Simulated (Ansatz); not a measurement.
# KTaSe3 (model cell, started as cubic perovskite with Ta in the octahedra): phonons and vibrational spectra, part 2 of 2

How does KTaSe3 (model cell, started as cubic perovskite with Ta in the octahedra) vibrate, and is this structure a minimum?

Ansatz 0.2.0; DFT LDA, scalar-relativistic, plane waves, PAW.

So far. Step 3 (Relaxing to small forces for the phonons): The forces vanish by symmetry and the pressure is 0.008 GPa, within the tolerances set. The cell now holds 24.97 Å³/atom. The relaxed cell has a = 4.998 Å (conventional setting).

The structure was built from a prototype and need not be the compound's stable phase.

**4. The dispersion**

Stability and thermal properties need the whole zone. Linear response on a 2×2×2 q mesh gives force constants as far as a supercell of that size would.

input.yaml reads:

```yaml
crystal:
  lattice:
    - [4.9979636076, 0.0, 0.0]
    - [0.0, 4.9979636076, 0.0]
    - [0.0, 0.0, 4.9979636076]
  atoms:
    - { symbol: K, position: [0.0, 0.0, 0.0] }
    - { symbol: Ta, position: [0.5, 0.5, 0.5] }
    - { symbol: Se, position: [0.5, 0.5, 0.0] }
    - { symbol: Se, position: [0.5, 0.0, 0.5] }
    - { symbol: Se, position: [0.0, 0.5, 0.5] }
kpoints:
  mp_grid: { grid: [6, 6, 6] }
hamiltonian:
  xc: lda
scf:
  occupations: { method: methfessel_paxton, width: 0.15 }
output:
  eigenvalues: true
phonons:
  method: dfpt
  qmesh: [2, 2, 2]
  temperatures: { t_max: 1000, t_step: 50 }
  qpath:
    path:
      - [[0.0, 0.0, 0.0], [0.0, 0.5, 0.0], [0.5, 0.5, 0.0], [0.0, 0.0, 0.0], [0.5, 0.5, 0.5], [0.0, 0.5, 0.0]]
      - [[0.5, 0.5, 0.5], [0.5, 0.5, 0.0]]
    npoints: 10
```

On the command line:

```
ansatz run input.yaml --threads 8 --pin off --max-ram 14336MiB --backend cpu --events-out ev --progress --plain --runs-dir out
```

Numbers of over 12 decimals in the logs are rounded to 6 here.

Output:

```text
[...]
Crystal: 5 atoms, lattice volume = 124.847 Å³
Basis set: ecut = 420 eV, 2469 PW (Γ), exchange–correlation on 72×72×72 points (8 copies of the dense FFT grid, shifted against one another)
Bands: 42, of which v1, the nominal top of the filled ones, is band 35 counted from 1 (34 counted from 0)
Symmetry: 48 space group operations
k-points: 20 of 216
[...]
SCF iter   1: F=—  HF=-27332.562215 eV  |F-HF|=—  |Δ(HF+E_count)|=         —  Δρ=5.05e-3  dr2=2.08e-2  ethr=1.77e-3  ⟨swp⟩=6.8  Hψ=3140  notcnv=0
[...]
SCF iter  10: F=-27332.558944 eV  HF=-27332.558944 eV  |F-HF|=7.28e-12  |Δ(HF+E_count)|=  3.64e-12  S|Δr|=    0.00e0  Δρ=3.77e-8  dr2=2.28e-12  ethr=1.00e-12  ⟨swp⟩=8.7  Hψ=4204  notcnv=0
SCF 1 converged in 10 iterations: F = -27332.558944 eV  dr2 = 2.28e-12
[...]
SCF iter   4: F=-27332.558944 eV  HF=-27332.558944 eV  |F-HF|=0.00e0  |Δ(HF+E_count)|=  1.46e-11  S|Δr|=    0.00e0  Δρ=1.15e-7  dr2=7.69e-12  ethr=1.00e-12  ⟨swp⟩=4.3  Hψ=2164  notcnv=0
SCF 2 converged in 4 iterations: F = -27332.558944 eV  dr2 = 7.69e-12
phonons: the bands overlap, so this run is a metal and interpolates without the dipole-dipole term. If the crystal is really an insulator or semiconductor, its LO-TO splitting is missing
NSCF: frozen V_eff on 20 k-points
[...]
DFPT response loops at q = (0, 0, 0) (fractional): preconditioner auto → Kerker (q_TF=auto, 2.477 Å⁻¹) (partly filled bands, converged f_vac=0.043); β = 1.00, the filter's whole step (`scf.mixing.beta` (0.50) is not read by the response loops under this deck's `scf.mixing.preconditioner`; to damp them name `kerker` or `kerker_dos`, under which they read `scf.mixing.beta`, and type it under 1.00, their step now; both keys bind the ground state too); Broyden in place of MSR1
[...]
SCF converged after 10 iterations
[...]
Free energy (F): -27332.558944 eV
[...]
Internal energy: -27332.566351 eV  (E = F + TS)
E sigma→0 (E₀):  -27332.560796 eV
Entropy (-TS):   0.007407 eV (1.481 meV/atom)
Fermi energy:    8.672693 eV
[...]
--- Band table (eV; the first three rows and the last of 20) ---
  k-point 0: bands = [... 31 lower, 7.2668, 7.6512, 7.6512, 7.6512, 8.0658, 8.0658, 8.0658, 10.0396, ... 3 higher]
  k-point 1: bands = [... 31 lower, 7.0806, 7.0862, 7.6671, 7.7633, 7.7633, 8.8881, 8.8881, 10.0618, ... 3 higher]
  k-point 2: bands = [... 31 lower, 6.1165, 6.7761, 7.6995, 7.7402, 7.7402, 10.0069, 10.0069, 10.0909, ... 3 higher]
  k-point 19: bands = [... 31 lower, 3.9312, 8.7874, 8.7874, 8.7874, 10.7385, 10.7385, 10.7385, 11.8414, ... 3 higher]
--- Phonons (Γ-DFPT): 4 representative perturbations + reference (Σ response iterations 12) ---
  ASR residual: 2.409e-5 → 0.000e0 eV/Å²; symmetrization residual: 1.069e-5 eV/Å²
  ASR residual per site (eV/Å²): 1.53e-5 2.41e-5 8.40e-6 8.40e-6 8.40e-6
  Γ frequencies (cm⁻¹): 0.00 0.00 0.00 51.99 51.99 51.99 70.82 70.82 70.82 81.24 81.24 81.24 232.28 232.28 232.28
--- Phonons (arbitrary-q DFPT): 4 irreducible q on the 2×2×2 mesh ---
  q = [0.0000, 0.0000, 0.0000] (star 1, of the zone-centre solve; hermiticity 1.68e-6, symmetrization 8.17e-12): 0.00 0.00 0.00 51.99 51.99 51.99 70.82 70.82 70.82 81.24 81.24 81.24 232.28 232.28 232.28
  q = [0.0000, 0.0000, -0.5000] (star 3, 9 solved perturbations in 504 linear systems a pass and spin channel, the states on 64 of 216 k-point pairs; hermiticity 8.60e-7, symmetrization 1.17e-12): 14.41 14.41 66.58 66.58 66.67 66.67 82.07 83.65 93.70 95.19 95.19 152.82 230.56 230.56 270.09
[...]
sum rule: each row above includes the acoustic sum rule's correction from the zone centre's row sums; it moved no ω² by more than (0.33 cm⁻¹)²
  mesh force constants: q→R imaginary residual 2.11e-18; ASR residual 2.409e-5 → 0.000e0 eV/Å²; symmetrization residual 1.599e-14 eV/Å²
  interpolated dispersion: 62 rows × 15 modes
  density of states and harmonic sums: on the 14×14×14 q-mesh, interpolated from the force constants of a 2×2×2 supercell (no non-analytic term)
  largest difference from the sums on the solved wave vectors: F 2.52e-1 eV, S 3.43e-4 and C_V 9.11e-5 eV/K
  zero-point energy: 0.101950 eV/cell   skipped modes (ω ≤ 0): 74, of them read as no rigid motion or as one in doubt: 71 (4.450e-1 modes/cell left out, lowest -50.89 cm⁻¹)   left out of the sums: 2.97e-2 of the cell's modes: C_V's classical limit lies that fraction below 3 k_B per atom; for a crystal, a wire or a layer, F and S can be off by more, and a phonons.interpolated_qmesh denser along its periods is the remedy for the sampling
```

Wall time 4.4 min (8 threads of Intel Xeon Platinum 8375C at 2.90GHz (Ice Lake), shared host); peak memory 1.4 GiB; 20 min of CPU time.

Reading the cycles: dr2 is the Hartree energy of the density residual (eV), the measure of convergence; HF is the Harris–Foulkes estimate of the energy, which meets the free energy F at convergence.

Numbers from this step:

```yaml
sum_rule_residual_before_enforcement: 2.41e-5 eV/Å²
lowest_frequency_on_the_path: -50.89 cm⁻¹
point_group: m-3m
highest_frequency_on_the_path_or_at_a_solved_wavevector: 303.6 cm⁻¹
highest_optical_mode_at_the_zone_centre_no_lo_to_term: 232.3 cm⁻¹
lowest_optical_zone_centre_mode: 51.99 cm⁻¹
lowest_mode_on_the_q_mesh_acoustic_modes_at_gamma_apart: -50.89 cm⁻¹
```

Frequencies (cm⁻¹) solved at each irreducible wavevector; negative means imaginary. Frequencies by wavevector, by row:

```tsv
q in reciprocal lattice units	star	mode 1	mode 2	mode 3	mode 4	mode 13	mode 14	mode 15
0 0 0	1	0	0	0	52	232.3	232.3	232.3
0 0 -0.5	3	14.4	14.4	66.6	66.6	230.6	230.6	270.1
0 -0.5 -0.5	3	-49.1	-20.1	66.2	66.2	158.4	229.2	287.7
-0.5 -0.5 -0.5	1	-50.9	-50.9	-50.9	70.9	156	156	303.6
```

Interpolated from a 2×2×2 q mesh. The phonon branches at the labelled points (cm⁻¹):

```tsv
point	branch 1	branch 2	branch 3	branch 4	branch 12	branch 13	branch 14	branch 15
Γ	0	0	0	52	81	232	232	232
halfway	18	18	56	56	115	232	232	250
X	14	14	67	67	153	231	231	270
halfway	-6	28	60	68	154	198	230	281
M	-49	-20	66	66	155	158	229	288
halfway	16	32	62	62	119	213	231	268
Γ	0	0	0	52	81	232	232	232
halfway	32	32	46	70	120	204	204	284
R	-51	-51	-51	71	156	156	156	304
halfway	25	32	38	66	155	179	195	294
X	14	14	67	67	153	231	231	270
jump to R	-51	-51	-51	71	156	156	156	304
halfway	-50	29	29	70	155	155	177	300
M	-49	-20	66	66	155	158	229	288
```

Tetrahedra on a 14×14×14 mesh, mean over bins of 5 cm-1. Interpolated from a 2×2×2 q mesh. Table of phonon density of states by wavenumber; read off at these points:

wavenumber (cm⁻¹), phonon density of states (1/cm⁻¹/cell) and a bar:
```
      -52      0.000 
      -42      0.013 #
      -28      0.008 #
      -18      0.007 #
       -2      0.008 #
        8      0.011 #
       22      0.041 ####
       32      0.064 ######
       48      0.031 ###
       58      0.090 #########
       68      0.132 #############
       72      0.308 ##############################
       82      0.110 ###########
       92      0.091 #########
      108      0.086 ########
      118      0.084 ########
      132      0.029 ###
      142      0.030 ###
      152      0.075 #######
      158      0.024 ##
      168      0.013 #
      182      0.015 #
      192      0.017 ##
      202      0.021 ##
      218      0.033 ###
      228      0.082 ########
      242      0.003 
      252      0.005 
      268      0.013 #
      278      0.023 ##
      288      0.030 ###
      292      0.023 ##
      302      0.012 #
```

The partial phonon density of states has structure finer than the step of the table below, so its rows give means over 10 cm⁻¹, whole bins alone (the curve runs from -58.6 to 322 cm⁻¹). Peaks (cm⁻¹: height): K 70.8: 0.187; Se 20.5: 0.0440, 49.3: 0.0423, 75.6: 0.0880, 92.4: 0.0693, 104.4: 0.0727, 121.2: 0.0652, 229.0: 0.0595; Ta 15.7: 0.0152, 34.9: 0.0441, 61.2: 0.0213, 85.2: 0.0232, 118.8: 0.0339, 140.3: 0.0408, 152.3: 0.0635.

Phonopy on the run's constants, 11x11x11 mesh, Gaussian sigma 2.7 cm-1. Interpolated from a 2×2×2 q mesh. Partial phonon density of states against wavenumber; means over each step; values in 1/cm⁻¹/cell:

```tsv
wavenumber (cm⁻¹)	K	Se	Ta
-50	5.2e-6	0.00783	0
-40	4.9e-5	0.0163	3.0e-5
-30	9.4e-5	0.0127	8.1e-5
-20	3.2e-5	0.00266	0.00192
-10	4.5e-7	3.4e-4	0.00270
0	2.3e-5	2.8e-4	0.00104
10	2.2e-4	0.00669	0.00752
20	0.00149	0.0348	0.00935
30	0.00403	0.0250	0.0186
40	0.00426	0.0268	0.0181
50	0.00567	0.0353	0.00439
60	0.0455	0.0447	0.0159
70	0.142	0.0625	0.0117
80	0.0565	0.0700	0.0161
90	0.0231	0.0609	0.0181
100	0.00735	0.0596	0.0133
110	0.00407	0.0591	0.0146
120	0.00287	0.0628	0.0266
130	0.00105	0.0359	0.00859
140	6.6e-4	0.00751	0.0295
150	5.4e-4	0.00539	0.0394
160	1.8e-4	0.00648	0.0186
170	6.1e-6	0.00941	0.00338
180	0	0.0116	0.00278
190	0	0.0135	0.00216
200	0	0.0174	0.00236
210	4.8e-6	0.0231	0.00266
220	1.6e-6	0.0351	0.00366
230	8.0e-7	0.0465	0.00467
240	0	0.00488	4.3e-4
250	0	0.00449	2.5e-4
260	3.6e-6	0.00800	3.0e-4
270	1.6e-5	0.0162	3.7e-4
280	1.8e-5	0.0247	4.1e-4
290	7.6e-6	0.0251	3.0e-4
300	0	0.0155	1.3e-4
310	0	0.00118	5.2e-6
```

Symmetry leaves 4 wavevectors to solve. The lowest mode among them, the acoustic zeros apart, lies at q = (-0.5, -0.5, -0.5) and is imaginary, 50.9i cm⁻¹, so the energy falls along it.

**5. Results**

```
space group after relaxation (within 0.01 Å)            : Pm-3m
volume per atom                                         : 25.0 Å³
electronic character                                    : no gap on this mesh
highest optical mode at the zone centre (no LO-TO term) : 232 cm⁻¹
lowest optical zone-centre mode                         : 52.0 cm⁻¹
lowest mode on the q mesh (acoustic modes at Γ apart)   : -50.9 cm⁻¹
highest frequency on the path or at a solved wavevector : 304 cm⁻¹
imaginary modes on the 2×2×2 q mesh                     : yes
```

**Reading.** Modes are clearly imaginary (beyond 10i cm⁻¹) at 2 of the 4 irreducible wavevectors, most at q = (-0.5, -0.5, -0.5) (50.9i cm⁻¹), so this structure is not a minimum of the energy. The optical modes at Γ span 52 to 232 cm⁻¹. With no gap, or one that is small against the smearing, the frequencies hang on the k mesh and the smearing, most of all near Kohn anomalies. Spin-orbit coupling is left out, which can matter for the heavy elements here. The starting cell was built on a prototype and not taken from a measurement, so the phase need not exist. These are harmonic frequencies at zero temperature: anharmonic shifts, linewidths and thermal expansion are left out.

[Logs are printed without paths, hosts, clocks, repeated set-up lines and the standing remarks that a program may print on its own settings, such as how far it seeks lower states.]

[Hosts, paths, dates, database ids (printed as entryN), source tags and the programs' standing remarks are cut or masked in the printed files.]
